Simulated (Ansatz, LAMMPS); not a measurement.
# Relaxing amorphous 84HfO2-16Y2O3 (mol %) (83 atoms), part 2 of 4

How does amorphous 84HfO2-16Y2O3 (mol %) (83 atoms) relax, and what do bonds, charges and levels look like afterwards?

Ansatz 0.2.0; Kohn-Sham DFT, PBE, PAW (set soft_2), plane waves.

The cell: 21 Hf, 8 Y and 54 O. The quench rate of 50 K/ps far exceeds what a furnace or splat quench reaches. The network of bonds at the start is that of the classical potential that made the cell. Only the Γ point is sampled in the main run, in a cell whose shortest periodic width is 11 Å. No spin–orbit coupling is included.

So far. Step 3 (Single point at the start): Neighbours are counted within 2.82 Å (O-Hf), 3.00 Å (O-Y).

**4. Cell and atoms relaxed**

The cell is relaxed with the atoms, since the starting lattice needn't suit this functional.

input.yaml

```yaml
crystal:
  lattice:
    - [10.5958, 0.0, 0.0]
    - [0.0, 10.5958, 0.0]
    - [0.0, 0.0, 10.5958]
  atoms:
    [... the 83 atom lines of step 3 ...]
kpoints:
  mp_grid: { grid: [1, 1, 1] }
hamiltonian:
  xc: pbe
scf:
  occupations: { method: fermi_dirac, width: 0.025 }
output:
  forces: true
relax:
  f_tol: 0.04
  max_steps: 250
  cell: {}
```

The run is started by

```sh
$ ansatz run input.yaml --threads 4 --pin off --max-ram 8192MiB --backend cpu --events-out ev --progress --plain --runs-dir out
```

Standard output:

```text
[...]
Crystal: 83 atoms, lattice volume = 1189.601 Å³
Basis set: ecut = 420 eV, 23127 PW (Γ), exchange–correlation on 144×144×144 points (8 copies of the dense FFT grid, shifted against one another)
Bands: 575, of which v1, the nominal top of the filled ones, is band 479 counted from 1 (478 counted from 0)
Symmetry: 1 space group operations
[...]
k-points: 1
[...]
SCF iter   1: F=—  HF=-391720.789869 eV  |F-HF|=—  |Δ(HF+E_count)|=         —  Δρ=3.42e-3  dr2=1.43e-1  ethr=1.77e-3  ⟨swp⟩=5.0  Hψ=1800  notcnv=0  defer=61
[...]
SCF iter  11: F=-391720.792148 eV  HF=-391720.792148 eV  |F-HF|=2.91e-9  |Δ(HF+E_count)|=  3.49e-10  Δρ=1.27e-6  dr2=1.99e-8  ethr=1.04e-11  ⟨swp⟩=2.0  Hψ=1814  notcnv=0
SCF 1 converged in 11 iterations: F = -391720.792148 eV  dr2 = 1.99e-8
[...]
relax step   1: F+E_penalty+E_count = -391720.79214775 eV  Δ(F+E_penalty+E_count) = +0.000e0 eV  max|allowed force component| = 1.237e0 eV/Å  Δτ_max = 0.0000 Å  P = -8.357 GPa  Ω = 1189.601 Å³  (11 SCF iters, dr2 threshold 1.00e-7 eV, accepted)
[... from here on, the SCF cycles and remarks between the steps are left out ...]
relax step   2: F+E_penalty+E_count = -391723.25821639 eV  Δ(F+E_penalty+E_count) = -2.466e0 eV  max|allowed force component| = 1.431e0 eV/Å  Δτ_max = 0.1958 Å  P = +4.240 GPa  Ω = 1091.897 Å³  energy of the carried Pulay correction = +4.004e-1 eV  (9 SCF iters, dr2 threshold 8.30e-6 eV, accepted)
relax step   3: F+E_penalty+E_count = -391724.23034123 eV  Δ(F+E_penalty+E_count) = -9.721e-1 eV  max|allowed force component| = 4.537e-1 eV/Å  Δτ_max = 0.0708 Å  P = +0.287 GPa  Ω = 1118.409 Å³  energy of the carried Pulay correction = +2.884e-1 eV  (8 SCF iters, dr2 threshold 8.30e-6 eV, accepted)
relax step   4: F+E_penalty+E_count = -391724.68736828 eV  Δ(F+E_penalty+E_count) = -4.570e-1 eV  max|allowed force component| = 2.758e-1 eV/Å  Δτ_max = 0.2000 Å  P = -0.209 GPa  Ω = 1113.766 Å³  energy of the carried Pulay correction = +3.078e-1 eV  (8 SCF iters, dr2 threshold 8.30e-6 eV, accepted)
relax step   5: F+E_penalty+E_count = -391724.89038684 eV  Δ(F+E_penalty+E_count) = -2.030e-1 eV  max|allowed force component| = 3.047e-1 eV/Å  Δτ_max = 0.2000 Å  P = +0.037 GPa  Ω = 1106.519 Å³  energy of the carried Pulay correction = +3.383e-1 eV  (8 SCF iters, dr2 threshold 4.76e-6 eV, accepted)
relax step   6: F+E_penalty+E_count = -391724.95762620 eV  Δ(F+E_penalty+E_count) = -6.724e-2 eV  max|allowed force component| = 3.962e-1 eV/Å  Δτ_max = 0.1958 Å  P = +0.174 GPa  Ω = 1102.077 Å³  energy of the carried Pulay correction = +3.571e-1 eV  (7 SCF iters, dr2 threshold 5.80e-6 eV, accepted)
relax step   7: F+E_penalty+E_count = -391725.05785055 eV  Δ(F+E_penalty+E_count) = -1.002e-1 eV  max|allowed force component| = 2.697e-1 eV/Å  Δτ_max = 0.2000 Å  P = +0.023 GPa  Ω = 1103.048 Å³  energy of the carried Pulay correction = +3.530e-1 eV  (7 SCF iters, dr2 threshold 8.30e-6 eV, accepted)
relax step   8: F+E_penalty+E_count = -391725.13006322 eV  Δ(F+E_penalty+E_count) = -7.221e-2 eV  max|allowed force component| = 1.829e-1 eV/Å  Δτ_max = 0.2000 Å  P = +0.003 GPa  Ω = 1103.130 Å³  energy of the carried Pulay correction = +3.526e-1 eV  (7 SCF iters, dr2 threshold 4.55e-6 eV, accepted)
relax step   9: F+E_penalty+E_count = -391725.15549582 eV  Δ(F+E_penalty+E_count) = -2.543e-2 eV  max|allowed force component| = 5.059e-1 eV/Å  Δτ_max = 0.1951 Å  P = +0.080 GPa  Ω = 1103.361 Å³  energy of the carried Pulay correction = +3.517e-1 eV  (7 SCF iters, dr2 threshold 2.09e-6 eV, accepted)
relax step  10: F+E_penalty+E_count = -391725.23597904 eV  Δ(F+E_penalty+E_count) = -8.048e-2 eV  max|allowed force component| = 1.424e-1 eV/Å  Δτ_max = 0.2000 Å  P = -0.038 GPa  Ω = 1106.191 Å³  energy of the carried Pulay correction = +3.397e-1 eV  (7 SCF iters, dr2 threshold 8.30e-6 eV, accepted)
relax step  11: F+E_penalty+E_count = -391725.30029428 eV  Δ(F+E_penalty+E_count) = -6.432e-2 eV  max|allowed force component| = 9.277e-2 eV/Å  Δτ_max = 0.2000 Å  P = -0.043 GPa  Ω = 1105.959 Å³  energy of the carried Pulay correction = +3.407e-1 eV  (9 SCF iters, dr2 threshold 1.27e-6 eV, accepted)
relax step  12: F+E_penalty+E_count = -391725.30495738 eV  Δ(F+E_penalty+E_count) = -4.663e-3 eV  max|allowed force component| = 2.526e-1 eV/Å  Δτ_max = 0.1718 Å  P = -0.009 GPa  Ω = 1105.045 Å³  energy of the carried Pulay correction = +3.445e-1 eV  (9 SCF iters, dr2 threshold 5.38e-7 eV, accepted)
relax step  13: F+E_penalty+E_count = -391725.35193354 eV  Δ(F+E_penalty+E_count) = -4.698e-2 eV  max|allowed force component| = 1.325e-1 eV/Å  Δτ_max = 0.0732 Å  P = -0.014 GPa  Ω = 1104.075 Å³  energy of the carried Pulay correction = +3.487e-1 eV  (7 SCF iters, dr2 threshold 3.99e-6 eV, accepted)
relax step  14: F+E_penalty+E_count = -391725.35309843 eV  Δ(F+E_penalty+E_count) = -1.165e-3 eV  max|allowed force component| = 6.249e-2 eV/Å  Δτ_max = 0.0312 Å  P = -0.009 GPa  Ω = 1104.664 Å³  energy of the carried Pulay correction = +3.462e-1 eV  (7 SCF iters, dr2 threshold 1.10e-6 eV, accepted)
relax step  15: F+E_penalty+E_count = -391725.35670527 eV  Δ(F+E_penalty+E_count) = -3.607e-3 eV  max|allowed force component| = 1.315e-2 eV/Å  Δτ_max = 0.0193 Å  P = +0.004 GPa  Ω = 1104.094 Å³  energy of the carried Pulay correction = +3.486e-1 eV  (7 SCF iters, dr2 threshold 2.44e-7 eV, accepted)
relax step  16: F+E_penalty+E_count = -391725.18117105 eV  Δ(F+E_penalty+E_count) = +1.755e-1 eV  max|allowed force component| = 1.402e-2 eV/Å  Δτ_max = 0.0000 Å  P = -0.356 GPa  Ω = 1104.094 Å³  stress off target by 4.83e-1 GPa  SCF on the basis re-selected at this cell (its energy is not comparable with the rows above)  (8 SCF iters)
relax step  17: F+E_penalty+E_count = -391725.19751500 eV  Δ(F+E_penalty+E_count) = -1.634e-2 eV  max|allowed force component| = 2.733e-2 eV/Å  Δτ_max = 0.0259 Å  P = -0.021 GPa  Ω = 1100.962 Å³  energy of the carried Pulay correction = +1.215e-2 eV  (7 SCF iters, dr2 threshold 5.84e-7 eV, accepted)
relax step  18: F+E_penalty+E_count = -391725.18520669 eV  Δ(F+E_penalty+E_count) = +1.231e-2 eV  max|allowed force component| = 2.732e-2 eV/Å  Δτ_max = 0.0000 Å  P = -0.033 GPa  Ω = 1100.962 Å³  stress off target by 4.65e-2 GPa  SCF on the basis re-selected at this cell (its energy is not comparable with the rows above)  (7 SCF iters)
[...]
SCF converged after 7 iterations
Free energy (F): -391725.185207 eV
[...]
Internal energy: -391725.185207 eV  (E = F + TS)
E sigma→0 (E₀):  -391725.185207 eV
Fermi energy:    13.238629 eV
[...]
--- Forces (eV/Å), atoms counted from 1 ---
  atom   1  Hf     0.00303635     0.00942530    -0.00538639
  atom   2  Hf     0.00276217    -0.00471436    -0.01059308
  atom   3  Hf     0.02336413    -0.00616144    -0.00539086
  atom   4  Hf     0.00418588     0.00296563    -0.01060248
  atom   5  Hf     0.00930923    -0.01454211     0.00832436
  atom   6  Hf     0.00198989     0.00310390    -0.00241256
  atom   7  Hf     0.00366570     0.00206154     0.01034927
  atom   8  Hf     0.00834410    -0.00108710    -0.00197325
  atom   9  Hf    -0.02523738    -0.01775399     0.01947027
  atom  10  Hf     0.00762092     0.00414051     0.00283958
  atom  11  Hf    -0.00172087     0.01386261    -0.00756578
  atom  12  Hf     0.00144258    -0.01162210    -0.01125208
  atom  13  Hf     0.00613899     0.00105405    -0.00134450
  atom  14  Hf     0.00267846     0.02243721     0.00411474
[...]
atom  82  O     -0.00628468     0.00854637     0.00284908
  atom  83  O      0.00228475     0.00922982    -0.00548814
  max |Σ_I F_I| component: 7.46e-6 eV/Å
--- Stress (GPa, compression-positive) ---
       -0.028554       0.002431      -0.007271
        0.002431      -0.028847      -0.004821
       -0.007271      -0.004821      -0.042660
  P = ⅓ Tr σ = -0.0334 GPa (-0.334 kbar)
--- Relaxed structure (16 steps of the walk, 16 accepted, 2 SCFs on fresh bases) ---
  F+E_penalty+E_count = -391725.18520669 eV   max|allowed force component| = 2.732e-2 eV/Å   (the final SCF, on the basis selected at the relaxed cell)
  cell:  # Å, volume = 1100.9623 Å³
    - [10.570846, -0.018521, 0.124835]
    - [-0.018521, 9.990277, -0.025802]
    - [0.124835, -0.025802, 10.426792]
  atoms:
    - { symbol: Hf, position: [0.142982, 0.479716, 0.021917] }
    - { symbol: Hf, position: [0.018955, 0.414633, 0.729787] }
    - { symbol: Hf, position: [0.465208, 0.392784, 0.445701] }
    - { symbol: Hf, position: [0.835354, 0.383344, 0.989512] }
[...]
- { symbol: O, position: [0.403754, 0.207457, 0.485807] }
```

Wall time 4.8 min (4 threads of Intel Xeon 6975P-C (Granite Rapids), shared host); peak memory 2.2 GiB.

The steps of the relaxation:

| step | energy less that of the first step (eV) | largest force component (eV/Å) | pressure (GPa) | volume (Å³) |
| --- | --- | --- | --- | --- |
| 1 | 0.0000 | 1.2370 | -8.36 | 1189.60 |
| 2 | -2.4661 | 1.4308 | 4.24 | 1091.90 |
| 3 | -3.4382 | 0.4537 | 0.29 | 1118.41 |
| 4 | -3.8952 | 0.2758 | -0.21 | 1113.77 |
| 5 | -4.0982 | 0.3047 | 0.04 | 1106.52 |
| 6 | -4.1655 | 0.3962 | 0.17 | 1102.08 |
| 7 | -4.2657 | 0.2697 | 0.02 | 1103.05 |
| 8 | -4.3379 | 0.1829 | 0.00 | 1103.13 |
| 9 | -4.3633 | 0.5059 | 0.08 | 1103.36 |
| 10 | -4.4438 | 0.1424 | -0.04 | 1106.19 |
| 11 | -4.5081 | 0.0928 | -0.04 | 1105.96 |
| 12 | -4.5128 | 0.2526 | -0.01 | 1105.05 |
| 13 | -4.5598 | 0.1325 | -0.01 | 1104.07 |
| 14 | -4.5610 | 0.0625 | -0.01 | 1104.66 |
| 15 | -4.5646 | 0.0131 | 0.00 | 1104.09 |
| 16* | -4.3890 | 0.0140 | -0.36 | 1104.09 |
| 17 | -4.4054 | 0.0273 | -0.02 | 1100.96 |
| 18* | -4.3931 | 0.0273 | -0.03 | 1100.96 |

Relaxation steps marked * repeat the geometry before them on a plane-wave basis chosen anew for their cell, so energy and pressure can jump there.

| cell as run | before | after | change |
| --- | --- | --- | --- |
| a (Å) | 10.596 | 10.572 | -0.2 % |
| b (Å) | 10.596 | 9.990 | -5.7 % |
| c (Å) | 10.596 | 10.428 | -1.6 % |
| α (°) | 90.00 | 90.29 | +0.3 % |
| β (°) | 90.00 | 88.64 | -1.5 % |
| γ (°) | 90.00 | 90.21 | +0.2 % |
| volume (Å³/atom) | 14.33 | 13.26 | -7.5 % |

The atoms that moved most (Å, as changes of fractional coordinates times the final cell):

| atom | dx | dy | dz | length |
| --- | --- | --- | --- | --- |
| O33 | -0.008 | -0.642 | -0.690 | 0.943 |
| O62 | -0.107 | -0.614 | 0.131 | 0.637 |
| O30 | -0.558 | 0.059 | -0.130 | 0.576 |
| O39 | 0.471 | 0.181 | -0.253 | 0.564 |
| O75 | -0.084 | 0.432 | 0.337 | 0.555 |
| O80 | 0.453 | 0.297 | -0.023 | 0.542 |
| O52 | 0.016 | 0.515 | -0.064 | 0.519 |
| Y24 | -0.156 | -0.103 | 0.476 | 0.511 |

The relaxation changed the energy by -52.9 meV/atom, and atoms moved by 0.30 Å r.m.s., 0.94 Å at most.

**5. Distances and neighbours after relaxation**

Bonds before and after, by the cutoffs listed below:

| pair | bonds before | bonds after | mean before (Å) | mean after (Å) | spread before (Å) | spread after (Å) |
| --- | --- | --- | --- | --- | --- | --- |
| O-Hf | 130 | 133 | 2.165 | 2.142 | 0.101 | 0.106 |
| O-Y | 45 | 50 | 2.357 | 2.350 | 0.150 | 0.191 |

Density 8.03 g/cm³, 13.26 Å³ an atom.

g(r), total and by pair (bins of 0.2 Å):

| r (Å) | total | O-O | O-Hf | O-Y | Hf-Hf | Hf-Y | Y-Y |
| --- | --- | --- | --- | --- | --- | --- | --- |
| 1.90 | 0.13 | 0.00 | 0.40 | 0.00 | 0.00 | 0.00 | 0.00 |
| 2.10 | 2.85 | 0.00 | 8.18 | 1.30 | 0.00 | 0.00 | 0.00 |
| 2.30 | 1.65 | 0.00 | 2.51 | 6.60 | 0.00 | 0.00 | 0.00 |
| 2.50 | 0.48 | 0.79 | 0.13 | 0.81 | 0.00 | 0.00 | 0.00 |
| 2.70 | 1.04 | 2.33 | 0.05 | 0.28 | 0.00 | 0.00 | 0.00 |
| 2.90 | 1.19 | 2.64 | 0.09 | 0.36 | 0.00 | 0.00 | 0.00 |
| 3.10 | 0.85 | 1.69 | 0.08 | 0.33 | 0.80 | 0.28 | 0.00 |
| 3.30 | 0.95 | 1.33 | 0.21 | 0.27 | 2.67 | 2.37 | 0.00 |
| 3.50 | 0.97 | 0.86 | 0.63 | 0.33 | 2.96 | 3.42 | 0.00 |
| 3.70 | 0.84 | 0.33 | 0.99 | 0.80 | 1.86 | 2.64 | 3.04 |
| 3.90 | 0.97 | 0.61 | 1.04 | 1.29 | 1.70 | 2.09 | 0.00 |
| 4.10 | 1.12 | 1.12 | 1.10 | 1.08 | 1.30 | 0.92 | 1.57 |
| 4.30 | 0.95 | 0.81 | 1.23 | 0.82 | 0.00 | 1.27 | 3.76 |
| 4.50 | 0.90 | 0.63 | 1.24 | 1.35 | 0.39 | 0.51 | 0.70 |
| 4.70 | 1.08 | 0.72 | 1.50 | 1.98 | 0.18 | 0.35 | 0.00 |
| 4.90 | 1.15 | 1.03 | 1.50 | 1.24 | 0.50 | 0.54 | 0.59 |

Bonds by pair of elements; cutoffs follow the first minimum of g(r), held within bounds set by covalent radii, and pairs that aren't listed don't count as bonded:

| pair A-B | cutoff (Å) | bonds | mean length (Å) | spread (Å) | shortest (Å) | B about A | A about B |
| --- | --- | --- | --- | --- | --- | --- | --- |
| O-Hf | 2.82 | 133 | 2.14 | 0.106 | 1.98 | 2.46 | 6.33 |
| O-Y | 3 | 50 | 2.35 | 0.191 | 2.10 | 0.926 | 6.25 |

How many atoms have how many bonded neighbours:

| element | mean | 3 | 4 | 5 | 6 | 7 | 8 |
| --- | --- | --- | --- | --- | --- | --- | --- |
| Hf | 6.33 | 0 | 0 | 1 | 13 | 6 | 1 |
| O | 3.39 | 33 | 21 | 0 | 0 | 0 | 0 |
| Y | 6.25 | 0 | 0 | 1 | 4 | 3 | 0 |

Bond angles, per cent of each kind in bins of 5°:

| angle (°) | O-Hf-O | O-Y-O | Hf-O-Hf | Hf-O-Y | Y-O-Y |
| --- | --- | --- | --- | --- | --- |
| 60–65 | 0.3 | 3.0 | 0.0 | 0.0 | 0.0 |
| 65–70 | 2.8 | 12.0 | 0.0 | 0.0 | 0.0 |
| 70–75 | 8.9 | 12.0 | 0.0 | 1.0 | 0.0 |
| 75–80 | 14.2 | 6.8 | 0.0 | 1.0 | 0.0 |
| 80–85 | 12.0 | 4.5 | 0.9 | 1.9 | 0.0 |
| 85–90 | 9.5 | 6.8 | 0.9 | 2.9 | 9.1 |
| 90–95 | 7.0 | 9.0 | 4.5 | 11.5 | 0.0 |
| 95–100 | 6.7 | 4.5 | 15.5 | 15.4 | 0.0 |
| 100–105 | 3.6 | 3.0 | 24.5 | 11.5 | 18.2 |
| 105–110 | 2.8 | 3.8 | 10.0 | 13.5 | 0.0 |
| 110–115 | 3.3 | 0.8 | 5.5 | 9.6 | 18.2 |
| 115–120 | 3.3 | 3.8 | 5.5 | 2.9 | 18.2 |
| 120–125 | 0.3 | 1.5 | 8.2 | 7.7 | 0.0 |
| 125–130 | 1.9 | 5.3 | 4.5 | 1.9 | 0.0 |
| 130–135 | 3.3 | 5.3 | 2.7 | 5.8 | 0.0 |
| 135–140 | 3.1 | 3.0 | 4.5 | 3.9 | 18.2 |
| 140–145 | 1.7 | 3.8 | 5.5 | 3.9 | 18.2 |
| 145–150 | 3.9 | 3.0 | 1.8 | 3.9 | 0.0 |
| 150–155 | 2.2 | 3.8 | 1.8 | 1.0 | 0.0 |
| 155–160 | 2.5 | 1.5 | 2.7 | 1.0 | 0.0 |
| 160–165 | 3.9 | 0.8 | 0.9 | 0.0 | 0.0 |
| 165–170 | 1.7 | 0.8 | 0.0 | 0.0 | 0.0 |
| 170–175 | 1.1 | 0.8 | 0.0 | 0.0 | 0.0 |
| 175–180 | 0.0 | 0.8 | 0.0 | 0.0 | 0.0 |

Bond angles (no mean is given where the spread exceeds 20°):

| angle | count | mean (°) | spread (°) |
| --- | --- | --- | --- |
| O-Hf-O | 359 | - | - |
| O-Y-O | 133 | - | - |
| Hf-O-Hf | 110 | 114 | 17.8 |
| Hf-O-Y | 104 | 111 | 18.4 |
| Y-O-Y | 11 | 119 | 17.8 |

Bond length by coordination (bonds to H left out):

| element | coordination | atoms | mean bond length (Å) |
| --- | --- | --- | --- |
| Hf | 5 | 1 | 2.04 |
| Hf | 6 | 13 | 2.11 |
| Hf | 7 | 6 | 2.19 |
| Hf | 8 | 1 | 2.22 |
| O | 3 | 33 | 2.14 |
| O | 4 | 21 | 2.27 |
| Y | 5 | 1 | 2.24 |
| Y | 6 | 4 | 2.32 |
| Y | 7 | 3 | 2.41 |

First main peaks of g(r), for some of the pairs, lie near 2.9 Å (O-O), 2.1 Å (O-Hf), 2.3 Å (O-Y), 3.4 Å (Hf-Hf) and 3.4 Å (Hf-Y). Counting bonds as in the table, 62 % of Hf atoms have 6, 61 % of O atoms have 3 and 50 % of Y atoms have 6 bonded neighbours.

(Part 2 of 4 ends here.)

[Long decimals in the printed logs are rounded to 6 places.]

[Logs are printed without paths, hosts, clocks, repeated set-up lines and the standing remarks that a program may print on its own settings, such as how far it seeks lower states.]

[Hosts, paths, dates, database ids (printed as entryN), source tags and the programs' standing remarks are cut or masked in the printed files.]

[A walk said to have stopped at its limit may instead have ended on an SCF cycle that didn't converge.]
